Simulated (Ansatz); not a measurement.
In doubt: one-shot GW on d or f shells is unsure, so the values of those runs are not to be relied on.

Cs2AgBiF6 (Fm-3m), computed twice by G0W0.

Symmetry: Fm-3m, No. 225, cubic system. The conventional cell has a = 9.348 Å, b = 9.348 Å, c = 9.348 Å, α = 90.00°, β = 90.00°, γ = 90.00°. Cs has 12 F at 3.31 Å nearest. Ag has 6 F at 2.42 Å nearest. Nearest to Bi lie 6 F at 2.26 Å. F has 1 Bi at 2.26 Å and 1 Ag at 2.42 Å and 4 Cs at 3.31 Å nearest. Farther neighbours and most contacts between anions are not listed.

```cif
data_structure
_symmetry_space_group_name_H-M 'P 1'
_symmetry_Int_Tables_number 1
_cell_length_a 6.6101
_cell_length_b 6.6101
_cell_length_c 6.6101
_cell_angle_alpha 60.000
_cell_angle_beta 60.000
_cell_angle_gamma 60.000
_cell_volume 204.23
loop_
_atom_site_label
_atom_site_type_symbol
_atom_site_fract_x
_atom_site_fract_y
_atom_site_fract_z
_atom_site_occupancy
Cs1 Cs 0.75000 0.75000 0.75000 1
Cs2 Cs 0.25000 0.25000 0.25000 1
Ag3 Ag 0.50000 0.50000 0.50000 1
Bi4 Bi 0.00000 0.00000 0.00000 1
F5 F 0.75873 0.24127 0.24127 1
F6 F 0.24127 0.24127 0.75873 1
F7 F 0.24127 0.75873 0.75873 1
F8 F 0.24127 0.75873 0.24127 1
F9 F 0.75873 0.24127 0.75873 1
F10 F 0.75873 0.75873 0.24127 1
```

The cell and positions are those that the Materials Project relaxed with its own functionals (PBE, PBE+U or r2SCAN), kept fixed. Spin-orbit coupling is left out unless a run names it.

The first (Ansatz 0.2.0; start PBE, 2×2×2 mesh, 851 empty bands, screening to 150 eV, PAW set soft_1 files; 1 × NVIDIA H100 80GB HBM3 (shared by 6 runs) with 2 threads of AMD EPYC 7R13 (Zen 3), shared host) gave, on its mesh: starting gap 2.69 eV, G0W0 gap 4.82 eV, RPA ε∞ (mean) 2.89, 18 s.

The second gave: starting gap 3.65 eV, G0W0 gap 5.36 eV, RPA ε∞ (mean) 2.54, 58 s.

Q: What was changed in the input? Choose among start, files, mesh, bands and cutoff, frequency model or another key.

Changed: start from PBE to PBE with 15 % screened exact exchange. A jump of this size in the start, with ε∞ moving the other way, marks another functional. Other changes could give like numbers; this is the one that was made.

Limits: not at the basis limit; d shell near the gap, gap tends to lie low; no spin-orbit coupling; coarse k mesh.

[Paths, hosts, dates, memory and timing lines, banners, echoed tables and standing remarks are left out of the program output.]

[Logs are printed without paths, hosts, clocks, repeated set-up lines and the standing remarks that a program may print on its own settings, such as how far it seeks lower states.]

[Runs of the session that timed out or met a known fault of the program may be left out.]

[Cells called generated may have been cut or substituted from an entry of the Crystallography Open Database or the Materials Project.]

[Hosts, paths, dates, database ids (printed as entryN), source tags and the programs' standing remarks are cut or masked in the printed files.]
